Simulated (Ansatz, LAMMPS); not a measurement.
# Amorphous Ge at 5.20 g/cm^3 (72 atoms), relaxed: functionals compared

Which bonds does the relaxation leave, and how do the Kohn-Sham gap, forces and pressure change with functional?

Calculated with Ansatz 0.2.0: Kohn-Sham DFT, PBE, PAW (set soft_2), plane waves; cutoff 420 eV, Γ point, fermi-dirac smearing of 0.025 eV.

In doubt: the hybrid run may have settled on a false gap or state (Ansatz), so the values of those runs are not to be relied on; a hybrid run on one k-point (Ansatz), which bears on gaps.

**The cell**

Density at the start: 5.20 g/cm³. The cell holds 72 atoms: 72 Ge. Its edges and angles: a = 11.863 Å, b = 11.863 Å, c = 11.863 Å, α = 90.0°, β = 90.0°, γ = 90.0°. 72 atoms (72 Ge) placed at random at 5.2 g/cm³, melted at 3500 K for 10 ps at fixed volume with the Tersoff potential (Tersoff, Phys. Rev. B 39, 5566 (1989)). Quenched from 3500 K to 300 K at 20 K/ps and fixed volume, annealed at 800 K for 20 ps, held 5 ps, then minimised at fixed cell.

The atoms were relaxed with PBE. The walk converged after 17 steps, with a largest force component of 0.0398 eV/Å; it began at an r.m.s. force component of 0.26 eV/Å. The energy fell by 36.1 meV an atom.

The input of the reference single point:

```yaml
crystal:
  lattice:
    - [11.8625, 0.0, 0.0]
    - [0.0, 11.8625, 0.0]
    - [0.0, 0.0, 11.8625]
  atoms:
    - { symbol: Ge, position: [0.6959, 0.53868, 0.96022] }
    - { symbol: Ge, position: [0.09382, 0.8244, 0.80642] }
    - { symbol: Ge, position: [0.25314, 0.07525, 0.1477] }
    - { symbol: Ge, position: [0.37209, 0.80603, 0.49107] }
    [... 66 atom lines left out ...]
    - { symbol: Ge, position: [0.03191, 0.71509, 0.46844] }
    - { symbol: Ge, position: [0.94847, 0.20669, 0.53004] }
kpoints:
  mp_grid: { grid: [1, 1, 1] }
hamiltonian:
  xc: pbe
scf:
  occupations: { method: fermi_dirac, width: 0.025 }
output:
  forces: true
  stress: true
  populations: true
  dos:
    method: { smearing: { sigma: 0.08 } }
    de: 0.05
    projected: { site_lists: { Ge: [Ge] } }
  eigenvalues: true
  write_density: true
  write_potential: true
  volumetric_format: npy
```

**Bonds after relaxation**

Bonds by pair of elements; cutoffs follow the first minimum of g(r), held within bounds set by covalent radii, and pairs that aren't listed don't count as bonded:

| pair A-B | cutoff (Å) | bonds | mean length (Å) | spread (Å) | shortest (Å) | B about A | A about B |
| --- | --- | --- | --- | --- | --- | --- | --- |
| Ge-Ge | 2.83 | 144 | 2.50 | 0.065 | 2.39 | 4 | 4 |

How many atoms have how many bonded neighbours:

| element | mean | 3 | 4 | 5 |
| --- | --- | --- | --- | --- |
| Ge | 4 | 3 | 66 | 3 |

**Levels of theory**

Single points at the relaxed geometry:

| functional | k-mesh | Kohn-Sham gap (eV) | pressure (GPa) | r.m.s. force component (eV/Å) | SCF cycles | time |
| --- | --- | --- | --- | --- | --- | --- |
| PBE | 1×1×1 | 0.251 | 2.78 | 0.010 | 13 | 52 s |
| r2SCAN | 1×1×1 | 0.291 | 0.19 | 0.093 | 12 | 1.9 min |
| PBEsol | 1×1×1 | 0.244 | -0.10 | 0.033 | 13 | 51 s |

The gap is that between the highest filled and lowest empty Kohn-Sham level on the run's k-points. Cutoffs: 420 eV for PBE and PBEsol; 500 eV for r2SCAN. Times come from shared hosts and are rough.

**Findings**

By these cutoffs 92 % of Ge atoms have 4 neighbours. The Kohn-Sham gap is 0.25 eV with PBE on the 1×1×1 mesh. On the reference's mesh the gap changes with r2SCAN by +0.04 eV and PBEsol by -0.01 eV. Against the reference the pressure changes with r2SCAN by -2.6 GPa and PBEsol by -2.9 GPa; a negative change means a smaller volume than PBE would take.

Limits: 1 converged run is left out of the tables as doubtful: HSE06 on 1×1×1 (the hybrid may have settled on a false gap or state). All single points share the geometry relaxed with PBE. The density was set when the cell was made, as one point of a scan, and needn't be that of the real material. One sample; tail or defect levels can set the gap of a disordered cell. The quench rate of 20 K/ps is many orders above laboratory rates, so the cell is likely richer in defects and strain than a real sample. The network of bonds at the start is that of the classical potential that made the cell, and needn't be the one that DFT or experiment would give. Spin–orbit coupling is left out; it splits the top valence bands of compounds with Ge, As, Se, Sb or Te and narrows their gaps.

[Logs are printed without paths, hosts, clocks, repeated set-up lines and the standing remarks that a program may print on its own settings, such as how far it seeks lower states.]

[Hosts, paths, dates, database ids (printed as entryN), source tags and the programs' standing remarks are cut or masked in the printed files.]
